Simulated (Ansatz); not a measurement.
# Decaying states in the gap of CsRb2Cl3

Aim: relax a made-up compound, CsRb2Cl3, and see how good a tunnel barrier it would be. It is built by putting Rb for Li in the CsLi2Cl3 structure of space group Immm, with the volume rescaled by atomic radii. The parent structure comes from the Materials Project.

Calculated with Ansatz 0.2.0; r2SCAN DFT, plane waves, PAW files, in the first sound run; inputs show where later runs differ.

The structure was built from a prototype and need not be the compound's stable phase.

## Step 1: Set-up

It takes space group Immm (No. 71, orthorhombic). Conventional cell: a = 5.159 Å, b = 5.893 Å, c = 13.949 Å, α = 90.00°, β = 90.00°, γ = 90.00°. Cs has 8 Cl at 3.92 to 4.12 Å nearest. Nearest to Rb lie 5 Cl at 2.68 to 2.99 Å. Nearest to Cl lie 4 Rb at 2.80 to 2.99 Å and 2 Cs at 4.12 Å. Cl has 2 Rb at 2.68 Å and 4 Cs at 3.92 Å nearest. It derives from CsLi2Cl3. Rb for Li in the CsLi2Cl3 structure of space group Immm. Farther neighbours and most contacts between anions are not listed.

## Step 2: Relaxing the new crystal

The substituted atoms don't fit the parent's cell, so cell and atoms relax together. A small smearing keeps the run stable in case the gap closes on the way.

The input, input.yaml:

```yaml
crystal:
  lattice:
    - [-2.5797413569, 2.9463340467, 6.9746778901]
    - [2.5797413569, -2.9463340467, 6.9746778901]
    - [2.5797413569, 2.9463340467, -6.9746778901]
  atoms:
    - { symbol: Cs, position: [0.5, 0.5, 0.0] }
    - { symbol: Rb, position: [0.807743, 0.807743, 0.0] }
    - { symbol: Rb, position: [0.192257, 0.192257, 0.0] }
    - { symbol: Cl, position: [0.26994492, 0.76994492, 0.5] }
    - { symbol: Cl, position: [0.73005508, 0.23005508, 0.5] }
    - { symbol: Cl, position: [0.0, 0.0, 0.0] }
kpoints:
  mp_grid: { grid: [6, 6, 6] }
scf:
  occupations: { method: gaussian, width: 0.03 }
hamiltonian:
  xc: r2scan
output:
  forces: true
  stress: true
relax:
  f_tol: 0.02
  max_steps: 60
  cell: {}
```

On the command line:

```bash
ansatz run input.yaml --threads 2 --pin off --max-ram 4096MiB --backend cpu --events-out ev --progress --plain --runs-dir out
```

Numbers of over 12 decimals in the logs are rounded to 6 here.

Output:

```text
basis.fft_grid_basis auto: the FFT boxes are laid along the combinations [[1, 0, 1], [0, 1, 1], [0, 0, 1]] of the cell's own vectors, 5.893, 5.159 and 7.999 Å long. The dense box has 45×40×60 points. Along the cell's own vectors, as sized, it would have 60×60×60, 2.00 times as many. Of the 8 symmetry operations that the crystal satisfies within crystal.symmetry.tolerance (time reversal apart; of a slab, those that ke [...]
Engine: ansatz 0.2.0, x86_64-unknown-linux-gnu
Pseudopotentials: kind: paw
Pseudopotential: Cs, paw, valence charge 9, recommended cutoff 500 eV (meta_gga), Cs.paw.azcp
Pseudopotential: Rb, paw, valence charge 9, recommended cutoff 500 eV (meta_gga), Rb.paw.azcp
Pseudopotential: Cl, paw, valence charge 7, recommended cutoff 500 eV (meta_gga), Cl.paw.azcp
Functional definition: r2SCAN
  parameter k0 = 0.174
  parameter k1 = 0.065
  parameter a1 = 4.9479
  exchange = r2scan_x(k0 = k0, k1 = k1, a1 = a1)
  correlation = r2scan_c
Crystal: 6 atoms, lattice volume = 212.052 Å³
Basis set: ecut = 500 eV, 5395 PW (Γ), FFT grids on a1+a3, a2+a3, a3, exchange–correlation on 180×160×240 points (64 copies of the dense FFT grid, shifted against one another)
Bands: 30, of which v1, the nominal top of the filled ones, is band 24 counted from 1 (23 counted from 0)
Symmetry: 8 space group operations
Space group: Immm (ITA 71), of the structure as read, at distance tolerance 6.0e-5 Å
k-points: 46 of 216
Non-local potential: Cs, projectors of the file, l = 0: 3, l = 1: 2, l = 2: 2, l = 3: 2
Non-local potential: Rb, projectors of the file, l = 0: 3, l = 1: 2, l = 2: 2
Non-local potential: Cl, projectors of the file, l = 0: 2, l = 1: 2, l = 2: 2
PAW form: soft (Blöchl's): semilocal exchange-correlation on the pseudo side does not see the compensation charge
PAW frozen core: Cs, regenerated for the run's functional (the file was generated under x = pbe(κ = 0.804, μ = 0.219515), c = pbe(β = 0.066725))
PAW frozen core: Rb, regenerated for the run's functional (the file was generated under x = pbe(κ = 0.804, μ = 0.219515), c = pbe(β = 0.066725))
PAW frozen core: Cl, regenerated for the run's functional (the file was generated under x = pbe(κ = 0.804, μ = 0.219515), c = pbe(β = 0.066725))
PAW one-centre angular grid: Cs, 302 points (default); XC on 160 Gauss nodes
PAW one-centre angular grid: Rb, 302 points (default); XC on 160 Gauss nodes
PAW one-centre angular grid: Cl, 302 points (default); XC on 160 Gauss nodes
Initial density: superposition of atomic densities (neutral atoms: chi_scale 0, normalization atom), corrected by the library's trained network
Initial wavefunctions: pseudopotential atomic-orbital guess
Functional: x = r2scan, c = r2scan; τ floored in thin density (d = 2e-4 eV/Å³)
SCF iter   1: F=—  HF=-15503.373457 eV  |F-HF|=—  |Δ(HF+E_count)|=         —  Δρ=3.93e-3  dr2=2.20e-2  dr2_τ=1.59e-2  ethr=1.77e-3  ⟨swp⟩=10.0  Hψ=7717  notcnv=0  defer=2
preconditioner: auto → Resta (q_TF=auto, 2.130 Å⁻¹)  ε∞=2.7  [insulator: Δε(μ)=4.972 eV  Ē_g=12.530 eV  σ=0.030 eV  W_gap=1.00  n_scr=32 (ndim 8)  ℏωp=16.5 eV  f_vac=0.116  D(μ)=0.00/eV (n_scr^D=0)  ε∞_Penn≈2.7]
SCF iter   2: F=—  HF=-15503.463395 eV  |F-HF|=—  |Δ(HF+E_count)|=   8.99e-2  Δρ=2.12e-3  dr2=5.91e-3  dr2_τ=2.75e-4  ethr=4.59e-5  ⟨swp⟩=3.0  Hψ=3266  notcnv=0  defer=69
SCF iter   3: F=—  HF=-15503.462631 eV  |F-HF|=—  |Δ(HF+E_count)|=   7.64e-4  Δρ=3.97e-4  dr2=3.37e-4  dr2_τ=1.04e-4  ethr=1.23e-5  ⟨swp⟩=3.0  Hψ=2706  notcnv=0  defer=23
automatic band count: iteration 3 solves 29 bands in place of 30: the levels show a gap, and the empty bands left out lie too high to hold charge; the band table lists the bands solved (type scf.n_extra_bands for more)
SCF iter   4: F=—  HF=-15503.462663 eV  |F-HF|=—  |Δ(HF+E_count)|=   3.19e-5  Δρ=1.06e-4  dr2=4.07e-5  dr2_τ=1.18e-6  ethr=7.02e-7  ⟨swp⟩=2.0  Hψ=2303  notcnv=0  defer=23
SCF iter   5: F=—  HF=-15503.462724 eV  |F-HF|=—  |Δ(HF+E_count)|=   6.17e-5  Δρ=2.10e-5  dr2=2.09e-6  dr2_τ=1.21e-7  ethr=8.48e-8  ⟨swp⟩=2.0  Hψ=2322  notcnv=0  defer=23
SCF iter   6: F=-15503.462726 eV  HF=-15503.462726 eV  |F-HF|=1.18e-8  |Δ(HF+E_count)|=   1.31e-6  Δρ=5.96e-6  dr2=8.80e-8  dr2_τ=1.39e-8  ethr=2.08e-10  ⟨swp⟩=4.0  Hψ=6726  notcnv=0
SCF 1 converged in 6 iterations: F = -15503.462726 eV  dr2 = 8.80e-8
  greatest PAW one-centre occupation: 0.975 electrons in one spin orbital (limit 2), on the Rb atom at site 2 (counted from 0), in its partial waves of l = 0
relax step   1: F+E_penalty+E_count = -15503.46272576 eV  Δ(F+E_penalty+E_count) = +0.000e0 eV  max|allowed force component| = 9.397e-1 eV/Å  Δτ_max = 0.0000 Å  P = +6.957 GPa  Ω = 212.052 Å³  (6 SCF iters, dr2 threshold 1.00e-7 eV, accepted)
Crystal: 6 atoms, lattice volume = 238.502 Å³
Basis set: ecut = 500 eV, 6045 PW (Γ), FFT grids on a1+a3, a2+a3, a3, exchange–correlation on 180×160×240 points (64 copies of the dense FFT grid, shifted against one another)
Initial density: handed on by an earlier stage of this run
Initial wavefunctions: those handed on with the density
iter 1 solved again at ethr=2.03e-4 eV; its pass at ethr=3.10e-3 eV (dr2=9.74e-2 eV) is discarded
SCF iter   1: F=—  HF=-15503.398685 eV  |F-HF|=—  |Δ(HF+E_count)|=         —  Δρ=6.01e-3  dr2=9.81e-2  dr2_τ=1.36e0  ethr=2.03e-4  ⟨swp⟩=1.3  Hψ=8092  notcnv=0
automatic band count: iteration 1 solves 28 bands in place of 30: the levels show a gap, and the empty bands left out lie too high to hold charge; the band table lists the bands solved (type scf.n_extra_bands for more)
preconditioner: auto → Resta (q_TF=auto, 2.089 Å⁻¹)  ε∞=2.7  [insulator: Δε(μ)=4.679 eV  Ē_g=11.786 eV  σ=0.030 eV  W_gap=1.00  n_scr=34 (ndim 8)  ℏωp=15.6 eV  f_vac=0.175  D(μ)=0.00/eV (n_scr^D=0)  ε∞_Penn≈2.7]
SCF iter   2: F=—  HF=-15504.596428 eV  |F-HF|=—  |Δ(HF+E_count)|=    1.20e0  Δρ=3.32e-3  dr2=2.84e-2  dr2_τ=1.62e-3  ethr=2.03e-4  ⟨swp⟩=3.6  Hψ=2803  notcnv=0
SCF iter   3: F=—  HF=-15504.591402 eV  |F-HF|=—  |Δ(HF+E_count)|=   5.03e-3  Δρ=9.67e-4  dr2=2.86e-3  dr2_τ=4.84e-4  ethr=5.93e-5  ⟨swp⟩=2.5  Hψ=2637  notcnv=0
SCF iter   4: F=—  HF=-15504.591699 eV  |F-HF|=—  |Δ(HF+E_count)|=   2.97e-4  Δρ=3.56e-4  dr2=5.64e-4  dr2_τ=1.49e-5  ethr=5.96e-6  ⟨swp⟩=2.3  Hψ=2244  notcnv=0
SCF iter   5: F=—  HF=-15504.591916 eV  |F-HF|=—  |Δ(HF+E_count)|=   2.17e-4  Δρ=9.21e-5  dr2=3.88e-5  dr2_τ=2.79e-6  ethr=1.18e-6  ⟨swp⟩=2.3  Hψ=2331  notcnv=0
SCF iter   6: F=—  HF=-15504.591927 eV  |F-HF|=—  |Δ(HF+E_count)|=   1.17e-5  Δρ=2.63e-5  dr2=4.70e-6  dr2_τ=1.61e-7  ethr=8.09e-8  ⟨swp⟩=3.0  Hψ=2590  notcnv=0
[...]
SCF iter   7: F=—  HF=-15504.974913 eV  |F-HF|=—  |Δ(HF+E_count)|=   1.56e-6  Δρ=1.64e-5  dr2=1.41e-6  dr2_τ=4.61e-8  ethr=1.89e-8  ⟨swp⟩=2.0  Hψ=1701  notcnv=0
SCF iter   8: F=-15504.974913 eV  HF=-15504.974913 eV  |F-HF|=3.76e-8  |Δ(HF+E_count)|=   2.11e-7  Δρ=4.51e-6  dr2=9.96e-8  dr2_τ=4.57e-9  ethr=1.25e-9  ⟨swp⟩=4.7  Hψ=4877  notcnv=0
SCF 3 converged in 8 iterations: F = -15504.974913 eV  dr2 = 9.96e-8
relax step   3: F+E_penalty+E_count = -15504.97491272 eV  Δ(F+E_penalty+E_count) = -3.830e-1 eV  max|allowed force component| = 3.351e-1 eV/Å  Δτ_max = 0.1950 Å  P = +0.771 GPa  Ω = 255.623 Å³  energy of the carried Pulay correction = -3.173e-3 eV  (8 SCF iters, dr2 threshold 6.00e-7 eV, accepted)
[... from here on, the SCF cycles and remarks between the steps are left out ...]
relax step   4: F+E_penalty+E_count = -15505.16033293 eV  Δ(F+E_penalty+E_count) = -1.854e-1 eV  max|allowed force component| = 1.669e-1 eV/Å  Δτ_max = 0.1922 Å  P = -0.074 GPa  Ω = 262.691 Å³  energy of the carried Pulay correction = -3.633e-3 eV  (8 SCF iters, dr2 threshold 6.00e-7 eV, accepted)
relax step   5: F+E_penalty+E_count = -15505.27948213 eV  Δ(F+E_penalty+E_count) = -1.191e-1 eV  max|allowed force component| = 4.982e-2 eV/Å  Δτ_max = 0.1962 Å  P = -0.542 GPa  Ω = 262.573 Å³  energy of the carried Pulay correction = -3.625e-3 eV  (8 SCF iters, dr2 threshold 6.00e-7 eV, accepted)
relax step   6: F+E_penalty+E_count = -15505.34296055 eV  Δ(F+E_penalty+E_count) = -6.348e-2 eV  max|allowed force component| = 1.849e-1 eV/Å  Δτ_max = 0.0903 Å  P = -0.698 GPa  Ω = 258.894 Å³  energy of the carried Pulay correction = -3.387e-3 eV  (6 SCF iters, dr2 threshold 6.00e-7 eV, accepted)
relax step   7: F+E_penalty+E_count = -15505.39829265 eV  Δ(F+E_penalty+E_count) = -5.533e-2 eV  max|allowed force component| = 9.771e-2 eV/Å  Δτ_max = 0.0667 Å  P = -0.603 GPa  Ω = 253.133 Å³  energy of the carried Pulay correction = -3.007e-3 eV  (6 SCF iters, dr2 threshold 6.00e-7 eV, accepted)
relax step   8: F+E_penalty+E_count = -15505.42657013 eV  Δ(F+E_penalty+E_count) = -2.828e-2 eV  max|allowed force component| = 4.519e-2 eV/Å  Δτ_max = 0.0330 Å  P = -0.166 GPa  Ω = 241.813 Å³  energy of the carried Pulay correction = -2.232e-3 eV  (6 SCF iters, dr2 threshold 6.00e-7 eV, accepted)
relax step   9: F+E_penalty+E_count = -15505.42935038 eV  Δ(F+E_penalty+E_count) = -2.780e-3 eV  max|allowed force component| = 5.605e-3 eV/Å  Δτ_max = 0.0058 Å  P = -0.031 GPa  Ω = 239.961 Å³  energy of the carried Pulay correction = -2.102e-3 eV  (5 SCF iters, dr2 threshold 1.88e-7 eV, accepted)
relax step  10: F+E_penalty+E_count = -15505.42948243 eV  Δ(F+E_penalty+E_count) = -1.320e-4 eV  max|allowed force component| = 9.786e-4 eV/Å  Δτ_max = 0.0021 Å  P = +0.003 GPa  Ω = 239.560 Å³  energy of the carried Pulay correction = -2.074e-3 eV  (5 SCF iters, dr2 threshold 9.38e-9 eV, accepted)
Basis set: ecut = 500 eV, 6093 PW (Γ), FFT grids on a1+a3, a2+a3, a3, exchange–correlation on 192×144×288 points (64 copies of the dense FFT grid, shifted against one another)
Initial wavefunctions: pseudopotential atomic-orbital guess (no wavefunctions were taken with the density)
iter 1 solved again at ethr=1.17e-7 eV; its pass at ethr=3.10e-3 eV (dr2=5.61e-5 eV) is discarded
SCF iter   1: F=—  HF=-15505.433296 eV  |F-HF|=—  |Δ(HF+E_count)|=         —  Δρ=2.88e-4  dr2=2.22e-5  dr2_τ=1.14e-4  ethr=1.17e-7  ⟨swp⟩=4.2  Hψ=12926  notcnv=0
preconditioner: auto → Resta (q_TF=auto, 2.087 Å⁻¹)  ε∞=2.5  [insulator: Δε(μ)=4.748 eV  Ē_g=12.655 eV  σ=0.030 eV  W_gap=1.00  n_scr=34 (ndim 8)  ℏωp=15.5 eV  f_vac=0.124  D(μ)=0.00/eV (n_scr^D=0)  ε∞_Penn≈2.5]
SCF iter   2: F=—  HF=-15505.433533 eV  |F-HF|=—  |Δ(HF+E_count)|=   2.38e-4  Δρ=1.51e-4  dr2=5.99e-6  dr2_τ=8.21e-6  ethr=4.63e-8  ⟨swp⟩=2.0  Hψ=2305  notcnv=0
SCF iter   3: F=—  HF=-15505.433572 eV  |F-HF|=—  |Δ(HF+E_count)|=   3.88e-5  Δρ=7.33e-6  dr2=5.51e-8  dr2_τ=8.27e-9  ethr=1.25e-8  ⟨swp⟩=2.0  Hψ=2460  notcnv=0
SCF iter   4: F=—  HF=-15505.433676 eV  |F-HF|=—  |Δ(HF+E_count)|=   1.04e-4  Δρ=1.54e-6  dr2=5.23e-9  dr2_τ=1.85e-9  ethr=1.15e-10  ⟨swp⟩=2.0  Hψ=2484  notcnv=0
SCF iter   5: F=—  HF=-15505.433676 eV  |F-HF|=—  |Δ(HF+E_count)|=  4.18e-11  Δρ=3.53e-7  dr2=1.94e-10  dr2_τ=2.92e-11  ethr=1.09e-11  ⟨swp⟩=2.0  Hψ=2346  notcnv=0
SCF iter   6: F=-15505.433676 eV  HF=-15505.433676 eV  |F-HF|=1.64e-11  |Δ(HF+E_count)|=  1.80e-10  Δρ=9.13e-8  dr2=1.70e-11  dr2_τ=3.03e-12  ethr=1.00e-12  ⟨swp⟩=5.0  Hψ=5214  notcnv=0
SCF 11 converged in 6 iterations: F = -15505.433676 eV  dr2 = 1.70e-11
relax step  11: F+E_penalty+E_count = -15505.43367612 eV  Δ(F+E_penalty+E_count) = -4.194e-3 eV  max|allowed force component| = 1.169e-3 eV/Å  Δτ_max = 0.0000 Å  P = +0.010 GPa  Ω = 239.560 Å³  stress off target by 1.97e-2 GPa  SCF on the basis re-selected at this cell (its energy is not comparable with the rows above)  (6 SCF iters)
basis re-selected at this cell: Δ(F+E_penalty+E_count) = -4.194e-3 eV, ΔP = +0.007 GPa vs the last step (what re-selecting the basis moved, of the pressure what is left beyond the Pulay correction that the steps carried, after the strain that the cell walked since its last selection, with what the two solves' SCF thresholds leave and, on support functions, any second-order correction that the steps lacked; it is no measure of the basis error at this ecutwfc). The dense FFT grid was sized anew with the basis: this SCF ran on 48×36×72 points, the steps before it on 45×40×60, so part of this shift can come from that change (see relax.cell in the input reference). [rest of the remark cut]
SCF converged after 6 iterations
Free energy (F): -15505.433676 eV
Harris-Foulkes:  -15505.433676 eV  (|F-HF|=1.64e-11)
Internal energy: -15505.433676 eV  (E = F + TS)
E sigma→0 (E₀):  -15505.433676 eV
Fermi energy:    3.275009 eV
--- Per-component energies (eV) ---
  E_band       = -335.932382
  E_kinetic    = 1013.526187
  E_local      = -2284.782518  (includes V_loc(G=0)·N_el)
  E_nonlocal   = 458.326914
  E_hartree    = 680.437052
  E_xc         = -727.160192
  E_vxc        = -848.538857  (∫ρ·V_xc dr)
  E_paw        = -12362.481375  (= ΣΔE_a)
  E_vpaw       = -80.703676  (= ΣTr[D̂ρ^β])
  E_aug_tail   = 0.000107  (compensation charges beyond the density's cutoff)
  E_vtau       = 45.365479  (kinetic-family band-sum trace: ∫τ·v_τ [+ j·A + Jᵃ·Aᵃ] dr)
  E_ewald      = -2282.646655
  E_core_change = -0.653196  (= ΣΔE_core)
  E_smearing   = -0.000000  (= −TS)
  E_closure    = -0.000000  (closes the sum)
  Σ components = -15505.433676   (vs F -15505.433676, Δ=0.00e0)
--- Forces (eV/Å), atoms counted from 1 ---
  atom   1  Cs     0.00000000     0.00000000     0.00000000
  atom   2  Rb    -0.00000000     0.00000000     0.00002755
  atom   3  Rb     0.00000000    -0.00000000    -0.00002755
  atom   4  Cl    -0.00000000    -0.00000000     0.00116937
  atom   5  Cl     0.00000000     0.00000000    -0.00116937
  atom   6  Cl    -0.00000000     0.00000000     0.00000000
  max |Σ_I F_I| component: 4.34e-19 eV/Å
--- Stress (GPa, compression-positive) ---
       -0.002737      -0.000000       0.000000
       -0.000000       0.012573      -0.000000
        0.000000      -0.000000       0.019735
  P = ⅓ Tr σ = 0.0099 GPa (0.099 kbar)
--- Relaxed structure (10 steps of the walk, 10 accepted, 1 SCFs on fresh bases) ---
  F+E_penalty+E_count = -15505.43367612 eV   max|allowed force component| = 1.169e-3 eV/Å   (the final SCF, on the basis selected at the relaxed cell)
  cell:  # Å, volume = 239.5602 Å³
    - [-2.258813, 3.183521, 8.328495]
    - [2.258813, -3.183521, 8.328495]
    - [2.258813, 3.183521, -8.328495]
  atoms:
    - { symbol: Cs, position: [0.5, 0.5, 0] }
    - { symbol: Rb, position: [0.813180, 0.813180, 0] }
    - { symbol: Rb, position: [0.186820, 0.186820, 0] }
    - { symbol: Cl, position: [0.327294, 0.827294, 0.500000] }
    - { symbol: Cl, position: [0.672706, 0.172706, 0.5] }
    - { symbol: Cl, position: [5.492508380283813e-19, 5.492508380283814e-19, 0] }
```

Elapsed: 1.9 min, on 2 threads of Intel Xeon 6975P-C (Granite Rapids), shared host; peak memory 1.2 GiB.

The steps of the relaxation:

| step | energy less that of the first step (eV) | largest force component (eV/Å) | pressure (GPa) | volume (Å³) |
| --- | --- | --- | --- | --- |
| 1 | 0.0000 | 0.9397 | 6.96 | 212.05 |
| 2 | -1.1292 | 0.5109 | 2.58 | 238.50 |
| 3 | -1.5122 | 0.3351 | 0.77 | 255.62 |
| 4 | -1.6976 | 0.1669 | -0.07 | 262.69 |
| 5 | -1.8168 | 0.0498 | -0.54 | 262.57 |
| 6 | -1.8802 | 0.1849 | -0.70 | 258.89 |
| 7 | -1.9356 | 0.0977 | -0.60 | 253.13 |
| 8 | -1.9638 | 0.0452 | -0.17 | 241.81 |
| 9 | -1.9666 | 0.0056 | -0.03 | 239.96 |
| 10 | -1.9668 | 0.0010 | 0.00 | 239.56 |
| 11* | -1.9710 | 0.0012 | 0.01 | 239.56 |

Relaxation steps marked * repeat the geometry before them on a plane-wave basis chosen anew for their cell, so energy and pressure can jump there.

Forces are held to the 8 operations that the run works with; a distortion that breaks them can't arise in this run.

| cell as run | before | after | change |
| --- | --- | --- | --- |
| a (Å) | 7.999 | 9.198 | +15.0 % |
| b (Å) | 7.999 | 9.198 | +15.0 % |
| c (Å) | 7.999 | 9.198 | +15.0 % |
| α (°) | 142.37 | 151.57 | +6.5 % |
| β (°) | 136.77 | 139.50 | +2.0 % |
| γ (°) | 58.63 | 50.22 | -14.3 % |
| volume (Å³/atom) | 35.34 | 39.93 | +13.0 % |

The atoms that moved most (Å, as changes of fractional coordinates times the final cell):

| atom | dx | dy | dz | length |
| --- | --- | --- | --- | --- |
| Cl5 | 0.000 | 0.000 | -0.955 | 0.955 |
| Cl4 | 0.000 | 0.000 | 0.955 | 0.955 |
| Rb2 | 0.000 | 0.000 | 0.091 | 0.091 |
| Rb3 | 0.000 | 0.000 | -0.091 | 0.091 |

The relaxed structure:

```cif
data_structure
_symmetry_space_group_name_H-M 'P 1'
_symmetry_Int_Tables_number 1
_cell_length_a 9.1979
_cell_length_b 9.1979
_cell_length_c 9.1979
_cell_angle_alpha 151.568
_cell_angle_beta 139.500
_cell_angle_gamma 50.224
_cell_volume 239.56
loop_
_atom_site_label
_atom_site_type_symbol
_atom_site_fract_x
_atom_site_fract_y
_atom_site_fract_z
_atom_site_occupancy
Cs1 Cs 0.50000 0.50000 0.00000 1
Rb2 Rb 0.81318 0.81318 0.00000 1
Rb3 Rb 0.18682 0.18682 0.00000 1
Cl4 Cl 0.32729 0.82729 0.50000 1
Cl5 Cl 0.67271 0.17271 0.50000 1
Cl6 Cl 0.00000 0.00000 0.00000 1
```

This step gave:

```yaml
free_energy: -15505.4337 eV
fermi_energy: 3.275 eV
pressure: 0.009857 GPa
```

The largest force component on a free atom ends at 0.0012 eV/Å.

## Step 3: Band edges

The energy window and the wavevectors of the next steps follow from the band edges, so these are searched first, off the mesh as well.

The input, input.yaml:

```yaml
crystal:
  lattice:
    - [-2.2588134716, 3.18352131, 8.3284946515]
    - [2.2588134716, -3.18352131, 8.3284946515]
    - [2.2588134716, 3.18352131, -8.3284946515]
  atoms:
    - { symbol: Cs, position: [0.5, 0.5, 0.0] }
    - { symbol: Rb, position: [0.8131797105, 0.8131797105, 0.0] }
    - { symbol: Rb, position: [0.1868202895, 0.1868202895, 0.0] }
    - { symbol: Cl, position: [0.3272939963, 0.8272939963, 0.5] }
    - { symbol: Cl, position: [0.6727060037, 0.1727060037, 0.5] }
    - { symbol: Cl, position: [0.0, 0.0, 0.0] }
kpoints:
  mp_grid: { grid: [6, 6, 6] }
  band_path: { path: [VBM, CBM], npoints: 30 }
scf:
  occupations: { method: fixed }
hamiltonian:
  xc: r2scan
output:
  eigenvalues: true
  write_potential: true
  write_density: true
  volumetric_format: npy
```

Output:

```text
[...]
Crystal: 6 atoms, lattice volume = 239.560 Å³
Basis set: ecut = 500 eV, 6093 PW (Γ), FFT grids on a1−a2, a2, a2+a3, exchange–correlation on 240×288×144 points (64 copies of the dense FFT grid, shifted against one another)
Bands: 30, of which v1, the nominal top of the filled ones, is band 24 counted from 1 (23 counted from 0)
Symmetry: 8 space group operations
[...]
k-points: 46 of 216
[...]
SCF iter   1: F=—  HF=-15505.368321 eV  |F-HF|=—  |Δ(HF+E_count)|=         —  Δρ=3.59e-3  dr2=1.82e-2  dr2_τ=5.25e-3  ethr=1.77e-3  ⟨swp⟩=5.9  Hψ=5635  notcnv=0  defer=138
[...]
SCF iter   6: F=-15505.433676 eV  HF=-15505.433676 eV  |F-HF|=3.09e-8  |Δ(HF+E_count)|=   1.15e-6  Δρ=4.10e-6  dr2=6.35e-8  dr2_τ=9.12e-9  ethr=2.08e-10  ⟨swp⟩=13.4  Hψ=8094  notcnv=0
SCF 1 converged in 6 iterations: F = -15505.433676 eV  dr2 = 6.35e-8
[...]
NSCF: frozen V_eff on 46 k-points
[...]
SCF converged after 6 iterations
Free energy (F): -15505.433676 eV
[...]
Internal energy: -15505.433676 eV  (E = F + TS)
E sigma→0 (E₀):  -15505.433676 eV
Fermi energy:    0.901317 eV
[...]
--- Band table (eV; the first three rows and the last of 46) ---
  k-point 0: bands = [... 20 lower, 0.2035, 0.5962, 0.7102, 0.9013, 5.6486, 7.0681, 7.3355, 7.8309, ... 2 higher]
  k-point 1: bands = [... 20 lower, 0.1181, 0.6074, 0.6326, 0.7649, 6.2788, 7.2551, 7.8908, 8.1804, ... 2 higher]
  k-point 2: bands = [... 20 lower, 0.0405, 0.5387, 0.6191, 0.6589, 7.1915, 7.5340, 7.9614, 8.5076, ... 2 higher]
  k-point 45: bands = [... 20 lower, 0.1937, 0.4879, 0.6820, 0.8960, 6.3953, 6.4692, 7.0988, 7.8402, ... 2 higher]
```

Elapsed: 28 s, on 2 threads; peak memory 1.2 GiB.

This step gave:

| Property | Result |
| --- | --- |
| Fermi energy | 0.9013 eV |
| gap on the k-mesh | 4.747 eV |
| gap on path | 4.747 eV, by band count; negative where bands overlap |
| direct gap on path | 4.747 eV |
| edge places on path | 0, 0 1/A along the path |

Levels at VBM (eV): -6.55, -6.54, -6.35, -1.08, -0.97, -0.80, -0.77, -0.76, -0.70, -0.31, -0.19, 0.00, 4.75, 6.17, 6.43, 6.93, 7.28.

The searched edges give 4.75 eV, as on the mesh.

(Part 1 of 3 ends here.)

[Logs are printed without paths, hosts, clocks, repeated set-up lines and the standing remarks that a program may print on its own settings, such as how far it seeks lower states.]

[Hosts, paths, dates, database ids (printed as entryN), source tags and the programs' standing remarks are cut or masked in the printed files.]
